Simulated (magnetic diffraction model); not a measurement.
**MgNb₂ZnFe: what an assumed order does to the neutron pattern**

Space group P3m1 (no. 156), a = 4.0020 Å, c = 6.4250 Å.

```
site  atom    x    y       z
  1b    Nb  1/3  2/3  0.7741
  1a    Nb    0    0  0.2298
  1a    Zn    0    0  0.6246
  1c    Fe  2/3  1/3  0.0229
  1b    Mg  1/3  2/3  0.3837
```

This is a made-up structure (elements placed in a structure type, unrelaxed), so the numbers test the method and describe no known phase.

Only Fe is taken to order (form factors of Fe2+); orders and moment sizes are assumed, and not adapted to the symmetry. Radiation: neutrons of λ = 2.52 Å, 8° to 80°; isotropic B of 0.43 Å² (Nb), 0.39 Å² (Zn), 0.42 Å² (Fe) and 0.5 Å² (Mg). Simulated constant-wavelength pattern: nuclear and magnetic terms add, the magnetic one as |2.695 fm × Σ f S⊥ exp(2πi Q·r) exp(−B s²)|², summed over all Q at one angle with the factor 1/(sin²θ cos θ). For collinear order S is the moment m, which repeats by lattice and centring translations R with the sign exp(−2πi k·R). Free-ion form factors, Sears's scattering lengths of 1992, no absorption; a label names one of the reflections at its angle. The strongest nuclear line in the range is 100, and lines under 0.2 are left out.

Assume the order k = (1/2 0 0), collinear moments along [100], 1.75 μB on Fe.

Q: Where does magnetic intensity appear, and how strong is it?

```csv
2θ (°),index,nuclear,magnetic
20.95,(1/2 0 0),0.0,1.4
22.62,(0 0 1),2.8,0.0
31.02,(1/2 0 1),0.0,3.0
36.70,(1/2 -1 0),0.0,1.2
42.64,(1 0 0),2.1,0.0
43.55,(1/2 -1 1),0.0,1.7
46.19,(0 0 2),1.4,0.0
48.80,(1 0 1),63.6,0.0
51.23,(1/2 0 2),0.0,1.1
57.49,(1/2 1 0),0.0,0.4
60.39,(1/2 -1 2),0.0,0.8
62.58,(1/2 1 1),0.0,0.8
64.66,(1 0 2),89.7,0.0
72.08,(0 0 3),3.6,0.0
76.02,(1/2 0 3),0.0,0.4
76.72,(1/2 1 2),0.0,0.6
78.05,(1 1 0),100.0,0.0
```

The strongest magnetic line in the range is (1/2 0 1) at 31.02° (3.0). On top of the Lorentz factor, which all lines share, magnetic lines fade with angle because f falls: for Fe2+ it is 0.90, 0.68, 0.45 and 0.15 at sin θ/λ = 0.1, 0.2, 0.3 and 0.5 Å⁻¹, while nuclear lengths stay constant. The order has no net moment.

[Logs are printed without paths, hosts, clocks, repeated set-up lines and the standing remarks that a program may print on its own settings, such as how far it seeks lower states.]
